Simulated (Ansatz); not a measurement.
# Relaxing random alloy of the fcc Cu-Al line, x = 0.0938 (128 atoms), part 2 of 2

Aim: bring random alloy of the fcc Cu-Al line, x = 0.0938 (128 atoms) to a nearby minimum of the energy and see what moves.

Ansatz 0.2.0; Kohn-Sham DFT, PBE, PAW (set soft_2), plane waves.

The cell: 116 Cu and 12 Al. The host structure and its lattice constant were typed by rule, without a check against the phase diagram.

So far. Step 3 (Cell and atoms relaxed): The relaxation changed the energy by -7.06 meV/atom, and atoms moved by 0.04 Å r.m.s., 0.12 Å at most.

## (5) Single point at the relaxed geometry (continued)

Electrostatic potential energy in the ac plane at fractional y = 0.000, with atoms of Cu and Al within 0.2 Å of it. With pseudopotentials it is smooth inside the atoms' cores, unlike the true potential.

Ten even steps from '0' (-39 eV) to '9' (18 eV), each cell a mean:
```
037999999999999720037999999999999730
789743589999999876789743589999999976
997200279999999999997200279999999999
995101699999999999995101699999999999
998668986346999999998668986447999999
999999840005999999999999840005999999
999999730037999999999999730037999999
999999976789743589999999976789743589
999999999997200279999999999997200279
999999999995102699999999999995102699
346999999998768986346999999998668986
004899999999999840005999999999999840
037999999999999730037999999999999830
789743589999999976789743589999999976
997200279999999999997200279999999999
995101699999999999995101589889999999
998668986447999999998668987667899999
999999840005999999999999867876899999
999999730037999999999999867767999999
999999976789744589999999877788754589
999999999996200279999999999997200279
999999999985102699999999999995101589
447999999998668986447999999998667986
005899999999999840005999999999999840
```
Columns run along a (12.7 Å; values clipped at the 3rd and 97th percentile), rows up along c (12.6 Å). Atoms in or near the plane, at fractional coordinates: Cu at (0.50, 0.00), Al at (0.76, 0.25), Cu at (0.00, 0.00), Cu at (0.88, 0.12), Cu at (0.25, 0.25), Cu at (0.50, 0.50), Cu at (0.75, 0.75), Cu at (0.37, 0.12), Cu at (0.62, 0.37), Cu at (0.00, 0.50), Cu at (0.88, 0.63), Cu at (0.25, 0.75), Cu at (0.13, 0.38), Cu at (0.38, 0.63) and more.

Local excerpt of 13 atoms (numbers count through the whole input) about Cu23, picked at random; x, y, z are measured from there.

| atom | x | y | z | distance (Å) | bonds |
| --- | --- | --- | --- | --- | --- |
| Cu23 | 0.00 | 0.00 | 0.00 | 0.00 | 12 |
| Cu70 | 1.80 | 1.83 | 0.02 | 2.57 | 12 |
| Cu24 | -0.02 | 1.81 | -1.83 | 2.57 | 12 |
| Cu69 | 1.79 | -0.01 | -1.86 | 2.58 | 12 |
| Cu22 | -1.83 | 1.82 | -0.01 | 2.58 | 12 |
| Al118 | -1.83 | -1.83 | -0.01 | 2.59 | 12 |
| Cu25 | -1.84 | 0.00 | 1.83 | 2.59 | 12 |
| Cu28 | -0.03 | 1.84 | 1.83 | 2.60 | 12 |
| Cu21 | -1.83 | 0.00 | -1.84 | 2.60 | 12 |
| Al9 | 1.79 | 0.04 | 1.89 | 2.61 | 12 |
| Cu124 | 0.00 | -1.84 | 1.85 | 2.61 | 12 |
| Al58 | 1.80 | -1.89 | -0.05 | 2.61 | 12 |
| Cu120 | -0.02 | -1.84 | -1.86 | 2.61 | 12 |

The column of bonds counts only the pairs Cu-Cu within 3.02 Å, Cu-Al within 3.02 Å, Al-Al within 3.05 Å; other neighbours, such as metal atoms beside each other in a compound, aren't counted, and periodic images can show an atom twice.

## (6) K-mesh 3×3×3

Large cells are often run on few k-points; this run checks whether the reference had enough.

input.yaml

```yaml
crystal:
  lattice:
    - [-7.26287, 7.32474, 7.32341]
    - [7.26556, -7.31912, 7.32049]
    - [7.26408, 7.32033, -7.31779]
  atoms:
    [... the 128 atom lines of step 5 ...]
kpoints:
  mp_grid: { grid: [3, 3, 3] }
hamiltonian:
  xc: pbe
scf:
  occupations: { method: fermi_dirac, width: 0.1 }
output:
  forces: true
  stress: true
  populations: true
  dos:
    method: { smearing: { sigma: 0.08 } }
    de: 0.05
    projected: { site_lists: { Al: [Al], Cu: [Cu] } }
  eigenvalues: true
```

The run is started by

```console
$ ansatz run input.yaml --threads 11 --pin off --max-ram 102400MiB --backend cuda --events-out ev --progress --plain --runs-dir out
```

Elapsed: 32 s, on 1 × NVIDIA H100 80GB HBM3 with 11 threads of AMD EPYC 7R13 (Zen 3), shared host; peak memory 8.9 GiB; 2.2 min of CPU time.

That memory is the host's.

The program notes that it cut back its plan to fit the GPU's memory.

Geometry and reference: those of the single point at the relaxed geometry.

Forces differ from those of the single point at the relaxed geometry by 7.0 meV/Å r.m.s.; the energy by +1.1 meV/atom and the pressure by +0.087 GPa. It took 32 s and 10 cycles; the reference's time can't be set against it, since the two runs asked for unlike analyses.

## (7) Functional r2SCAN (500 eV)

The meta-GGA r2SCAN uses the kinetic energy density as well as the density and its gradient. Besides, the cutoff goes from 420 to 500 eV.

This step: Kohn-Sham DFT, r2SCAN, PAW (set soft_2), plane waves (Ansatz 0.2.0).

Edit input.yaml of step 6 so:

```diff
@@ -8,5 +8,5 @@
 kpoints:
-  mp_grid: { grid: [3, 3, 3] }
+  mp_grid: { grid: [2, 2, 2] }
 hamiltonian:
-  xc: pbe
+  xc: r2scan
 scf:
```

Wall time 22 s (1 × NVIDIA H100 80GB HBM3 with 11 threads); peak memory 8.2 GiB; 81 s of CPU time.

That memory is the host's.

Geometry and reference: those of the single point at the relaxed geometry.

Forces differ from those of the single point at the relaxed geometry by 16 meV/Å r.m.s.; the pressure by -5.9 GPa. It took 22 s and 14 cycles; the reference's time can't be set against it, since the two runs asked for unlike analyses.

## (8) Functional PBEsol

PBEsol restores the gradient expansion of exchange for slowly varying densities and usually gives shorter bonds in solids than PBE.

This step: Kohn-Sham DFT, PBEsol, PAW (set soft_2), plane waves (Ansatz 0.2.0).

Edit input.yaml of step 7 so:

```diff
@@ -10,3 +10,3 @@
 hamiltonian:
-  xc: r2scan
+  xc: pbesol
 scf:
```

Run time: 14 s. Hardware: 1 × NVIDIA H100 80GB HBM3 with 11 threads; peak memory 6.7 GiB.

That memory is the host's; the program planned up to 73 GiB on the GPU.

Geometry and reference: those of the single point at the relaxed geometry.

Forces differ from those of the single point at the relaxed geometry by 23 meV/Å r.m.s.; the pressure by -7.3 GPa.

## (9) What each setting buys

Each row is set against the single point at the relaxed geometry (Kohn-Sham DFT, PBE, PAW (set soft_2), plane waves; r.m.s. force component 0.00414 eV/Å). Energies are set beside the reference only for runs with its functional, potentials and electron count. Times are for 1 × NVIDIA H100 80GB HBM3 with 11 threads of AMD EPYC 7R13 (Zen 3), shared host. The reference's time includes grids, which some other runs skip.

| run | Δ force, r.m.s. (meV/Å) | Δ energy (meV/atom) | Δ pressure (GPa) | cycles | time | host memory (GiB) |
| --- | --- | --- | --- | --- | --- | --- |
| reference | - | - | - | 10 | 14 s | 6.7 |
| k-mesh 3×3×3 | 7.00 | 1.07 | 0.087 | 10 | 32 s | 8.9 |
| functional r2SCAN (500 eV) | 15.7 | - | -5.88 | 14 | 22 s | 8.2 |
| functional PBEsol | 23.4 | - | -7.33 | 10 | 14 s | 6.7 |

## (10) Summary of results

```json
{"energy change in the relaxation": "-7.057 meV/atom", "r.m.s. displacement": "0.04 Å", "largest displacement": "0.117 Å", "free energy per atom": "-6054.5285 eV/atom", "density": "8.201 g/cm³", "pressure": "0.02932 GPa", "r.m.s. force component": "0.00414 eV/Å", "wall time of the 6 DFT runs": "2 min"}
```

What this shows: Relaxation lowers the energy by 7.06 meV/atom and moves atoms by 0.04 Å r.m.s.; the r.m.s. force component goes from 0.18 to 0.0041 eV/Å. Displacements are taken in the final cell, so they leave out its strain. By the final cutoffs no bond was broken or made. The cell shrank by 1.7 % in volume. From the first step to the last the energy fell by 0.903 eV, across changes of basis, and the largest move was 0.12 Å (Al58). The Cu-Cu bonds go from 2.598 Å (spread 0.028) to 2.581 Å (spread 0.012). Counting bonds as in the table, all Al atoms have 12 and all Cu atoms have 12 bonded neighbours. 116 levels are partly filled, by over 2 % (on the run's k-points), as in a metal.

Among the changes of functional, dispersion, potentials or spin set against this reference, functional PBEsol moves the forces most, by 23 meV/Å r.m.s.

[Logs are printed without paths, hosts, clocks, repeated set-up lines and the standing remarks that a program may print on its own settings, such as how far it seeks lower states.]

[Hosts, paths, dates, database ids (printed as entryN), source tags and the programs' standing remarks are cut or masked in the printed files.]
